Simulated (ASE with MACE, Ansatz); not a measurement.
# Surface chemistry of dichlorosilane on H:Ge(100)-2x1

Which steps of the reaction of dichlorosilane with H:Ge(100)-2x1 release energy, and how far does that hang on the level of theory?

Calculated with Ansatz 0.2.0: Kohn-Sham DFT, PBE+D3(BJ), PAW (set soft_2), plane waves; cutoff 420 eV, fermi-dirac smearing of 0.025 eV (for the slabs). Every cell is relaxed with this functional, then solved at fixed geometry with r2SCAN+D4, PBE and RPBE+D3(BJ). Cutoffs: 420 eV for PBE+D3(BJ), PBE and RPBE+D3(BJ); 500 eV for r2SCAN+D4.

**The cells**

The cell holds 96 atoms: 60 Ge and 36 H. Its edges and angles: a = 16.292 Å, b = 12.219 Å, c = 23.953 Å, α = 90.0°, β = 90.0°, γ = 90.0°. It derives from Ge (H:Ge(100)-2x1). The starting structure: Diamond Ge(100), 4 x 3 surface cells, five layers, dimers with one H on each atom, bottom capped by H (lattice constants typed as starting values near PBE's), about 15 Å of vacuum, lower atoms held. Vacuum lies along c. 48 atoms are held.

- Dichlorosilane on H:Ge(100)-2x1: one whole molecule of dichlorosilane lowered over an Ge-H group, eased by MACE.
- Dichlorosilane after losing HCl on H:Ge(100)-2x1: the H of one Ge-H group replaced by the Si fragment of dichlorosilane less one ligand, eased by MACE.
- Dichlorosilane fragment with one ligand changed to OH on H:Ge(100)-2x1: the bound fragment with one more ligand replaced by OH, eased by MACE.

Molecules sit alone in boxes of 12 to 14 Å, at Γ at every level, with a smearing of 0.01 eV.

The input of the single point on the relaxed bare surface:

```yaml
crystal:
  lattice:
    - [16.29174, 0.0, 0.0]
    - [0.0, 12.21881, 0.0]
    - [0.0, 0.0, 23.95266]
  atoms:
    - { symbol: Ge, position: [0.0, 0.0, 0.07887] }
    - { symbol: Ge, position: [0.125, 0.0, 0.13899] }
    - { symbol: Ge, position: [0.125, 0.16667, 0.19345] }
    - { symbol: Ge, position: [0.00589, 0.16667, 0.25604] }
    [... 90 atom lines left out ...]
    - { symbol: H, position: [0.73383, 0.33333, 0.36842] }
    - { symbol: H, position: [0.73383, 0.66667, 0.36842] }
kpoints:
  mp_grid: { grid: [1, 1, 1] }
hamiltonian:
  xc: pbe
  dispersion: d3bj
scf:
  occupations: { method: fermi_dirac, width: 0.025 }
output:
  forces: true
  populations: true
  dos:
    method: { smearing: { sigma: 0.08 } }
    de: 0.1
    projected: { site_lists: { Ge: [Ge], H: [H] } }
  eigenvalues: true
  write_density: true
  write_potential: true
  volumetric_format: npy
```

| cell | formula | k-mesh | relaxation steps | gain on relaxing (eV) | free energy, PBE+D3(BJ) (eV) | Kohn-Sham gap (eV) | time of its runs on this page |
| --- | --- | --- | --- | --- | --- | --- | --- |
| H:Ge(100)-2x1 | Ge60H36 | 1×1×1 | 3 | 0.42 | -258267.597 | 1.24 | 32 s |
| dichlorosilane on H:Ge(100)-2x1 | SiGe60H38Cl2 | 1×1×1 | 12 | 0.68 | -261097.584 | 1.25 | 48 s |
| dichlorosilane after losing HCl on H:Ge(100)-2x1 | SiGe60H37Cl | 1×1×1 | 10 | 0.80 | -260000.808 | 1.26 | 44 s |
| dichlorosilane fragment with one ligand changed to OH on H:Ge(100)-2x1 | SiGe60H38O | 1×1×1 | 17 | 0.70 | -259503.545 | 1.26 | 55 s |
| H2O | H2O | 1×1×1 | 4 | 0.15 | -599.231 | 6.23 | 13 s |
| HCl | HCl | 1×1×1 | 4 | 0.03 | -1096.239 | 6.80 | 13 s |
| dichlorosilane | SiH2Cl2 | 1×1×1 | 4 | 0.04 | -2829.789 | 6.50 | 16 s |

The gap is that between the highest filled and lowest empty Kohn-Sham level; a dash marks none computed or no clear gap.

**Reaction energies**

Products less reactants, from the free energies above and their like at the other levels, in eV; negative values release energy:

| change | PBE+D3(BJ) | r2SCAN+D4 | PBE | RPBE+D3(BJ) |
| --- | --- | --- | --- | --- |
| adsorption of dichlorosilane | -0.20 | -0.13 | 0.00 | -0.22 |
| ligand exchange: surface + dichlorosilane → bound fragment + HCl | 0.34 | 0.52 | 0.58 | 0.25 |
| co-reactant step: bound fragment + H2O → OH + HCl | 0.26 | 0.19 | 0.20 | 0.42 |

Worked for the first row at PBE+D3(BJ): (-261097.584) − (-258267.597) − (-2829.789) = -0.198 eV (from unrounded energies).

**What the relaxations did**

Bonds are pairs closer than 1.18 times the sum of covalent radii; a bond counts as made or broken only if it crosses from under that bound to over 1.3 times, or back. All concern the added atoms.

| cell | bonds to the surface at the end | nearest contact (Å) | made in DFT | broken in DFT | largest move (Å) |
| --- | --- | --- | --- | --- | --- |
| dichlorosilane on H:Ge(100)-2x1 | none | H–H 2.49 | none | none | 1.61 |
| dichlorosilane after losing HCl on H:Ge(100)-2x1 | 1 Ge–Si | Si–Ge 2.38 | none | none | 1.10 |
| dichlorosilane fragment with one ligand changed to OH on H:Ge(100)-2x1 | 1 Ge–Si | Si–Ge 2.38 | none | none | 1.43 |

**Findings**

Row 1 releases 0.20 eV at PBE+D3(BJ). The molecule stays whole, with no bond to the surface by this rule. At the same geometries the levels give -0.22 (RPBE+D3(BJ)) to 0.00 eV (PBE) and the D3 term supplies -0.20 eV of it. Row 2 costs 0.34 eV at PBE+D3(BJ). At the same geometries the levels give 0.25 (RPBE+D3(BJ)) to 0.58 eV (PBE) and the D3 term supplies -0.24 eV of it. Row 3 costs 0.26 eV at PBE+D3(BJ). At the same geometries the levels give 0.19 (r2SCAN+D4) to 0.42 eV (RPBE+D3(BJ)) and the D3 term supplies +0.05 eV of it. Counted from the adsorbed state, the exchange costs 0.54 eV, with the by-product taken away as gas.

Limits: These are static energies with no barriers, zero-point energy or heat. Where a gas molecule is taken up, its entropy is lost, which at room temperature and above is worth several tenths of an eV to over 1 eV a molecule and isn't counted. All slabs, the starting one too, were first eased by a machine-learned potential, and one starting arrangement a cell was relaxed; others may lie lower. Only one face is changed, and the cells carry no dipole correction. Levels with D3 or D4 differ in the size of their dispersion terms as well as in the functional. In some runs the program notes that positions were snapped to a detected symmetry and the exchange-correlation potential is rough where the density is thin.

[Logs are printed without paths, hosts, clocks, repeated set-up lines and the standing remarks that a program may print on its own settings, such as how far it seeks lower states.]

[Hosts, paths, dates, database ids (printed as entryN), source tags and the programs' standing remarks are cut or masked in the printed files.]
